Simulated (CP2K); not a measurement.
Two runs for the C K edge of aminoallene. Run A: CP2K XAS_TDP, all-electron GAPW, PBEh(45%), aug-cc-pVDZ, TDA, no relativity. Run B differs in one setting.

First lines with a strength over 0.0015. A:

| atom | energy (eV) | states | strength, one atom |
| --- | --- | --- | --- |
| C1 (bonded to C and 2 H) | 281.44 | 1 | 0.0478 |
|  | 284.10 | 1 | 0.0084 |
|  | 284.23 | 1 | 0.0031 |
|  | 285.13 | 1 | 0.0025 |
|  | 285.36 | 1 | 0.0031 |
| C2 (bonded to 2 C) | 281.11 | 1 | 0.0533 |
|  | 282.13 | 1 | 0.0488 |
|  | 287.45 | 1 | 0.0020 |
|  | 287.76 | 1 | 0.0033 |
|  | 287.91 | 1 | 0.0035 |
| C3 (bonded to C, N and H) | 282.90 | 1 | 0.0560 |
|  | 284.07 | 1 | 0.0078 |
|  | 285.44 | 1 | 0.0017 |
|  | 285.73 | 1 | 0.0056 |
|  | 286.60 | 1 | 0.0022 |

B:

| atom | energy (eV) | states | strength, one atom |
| --- | --- | --- | --- |
| C1 (bonded to C and 2 H) | 287.51 | 1 | 0.0468 |
|  | 290.17 | 1 | 0.0082 |
|  | 290.30 | 1 | 0.0031 |
|  | 291.20 | 1 | 0.0024 |
|  | 291.44 | 1 | 0.0030 |
| C2 (bonded to 2 C) | 286.75 | 1 | 0.0523 |
|  | 287.78 | 1 | 0.0479 |
|  | 293.10 | 1 | 0.0020 |
|  | 293.40 | 1 | 0.0033 |
|  | 293.55 | 1 | 0.0034 |
| C3 (bonded to C, N and H) | 288.91 | 1 | 0.0548 |
|  | 290.08 | 1 | 0.0076 |
|  | 291.44 | 1 | 0.0017 |
|  | 291.74 | 1 | 0.0055 |
|  | 292.60 | 1 | 0.0021 |

Which was it: the functional, GW2X switched on, scalar relativity switched on, the basis?

GW2X switched on. GW2X shifts an atom's lines together and keeps their spacings. Against PBEh(45%) in aug-cc-pVDZ, the leading lines move by +6.07 eV (C1, to 287.51), +5.64 eV (C2, to 286.75) and +6.01 eV (C3, to 288.91).

[Hosts, paths, dates, database ids (printed as entryN), source tags and the programs' standing remarks are cut or masked in the printed files.]
